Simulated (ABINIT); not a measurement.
Planning a run of ABINIT 10.8.3 on SrTiO3 (Tausonite). The input:

```
acell 3*1.0 Angstrom
rprim 
  3.905280000000 0.000000000000 0.000000000000
  0.000000000000 3.905280000000 0.000000000000
  0.000000000000 0.000000000000 3.905280000000
ntypat 3
znucl 38 22 8
natom 5
typat 1 2 3 3 3
xred 
  0.500000000000 0.500000000000 0.500000000000
  0.000000000000 0.000000000000 0.000000000000
  0.500000000000 0.000000000000 0.000000000000
  0.000000000000 0.500000000000 0.000000000000
  0.000000000000 0.000000000000 0.500000000000
pp_dirpath "pseudos"
pseudos "Sr.upf, Ti.upf, O.upf"
ecut 38
ngkpt 4 4 4
nshiftk 1
shiftk 0 0 0
kptopt 1
chksymbreak 0
istwfk *1
occopt 1
irdwfk 1
optdriver 3
nband 116
ecuteps 5
inclvkb 2
awtr 1
symchi 1
indata_prefix "in"
outdata_prefix "out"
tmpdata_prefix "tmp"
```

```sh
OMP_NUM_THREADS=1 mpirun -n 8 abinit run.abi > log
```

Question: How long will it take on 8 MPI ranks of Arm Neoverse V2, shared host, and how much memory?

It took 27 s; on shared hardware allow 14 s to 54 s. Peak host memory was 1.8 GiB.

[Paths, hosts, dates, memory and timing lines, banners, echoed tables and standing remarks are left out of the program output.]

[Logs are printed without paths, hosts, clocks, repeated set-up lines and the standing remarks that a program may print on its own settings, such as how far it seeks lower states.]

[Runs of the session that timed out or met a known fault of the program may be left out.]

[Hosts, paths, dates, database ids (printed as entryN), source tags and the programs' standing remarks are cut or masked in the printed files.]

[G0W0 gaps are taken among the corrected bands and points alone; a level outside them can change the order at an edge.]

[Where Ansatz stands beside ABINIT at settings called matched, ABINIT's density can come from a denser mesh and the files from another edition; pairs whose starting gaps differed by over 0.03 eV were left out, so agreement reads better than it is.]
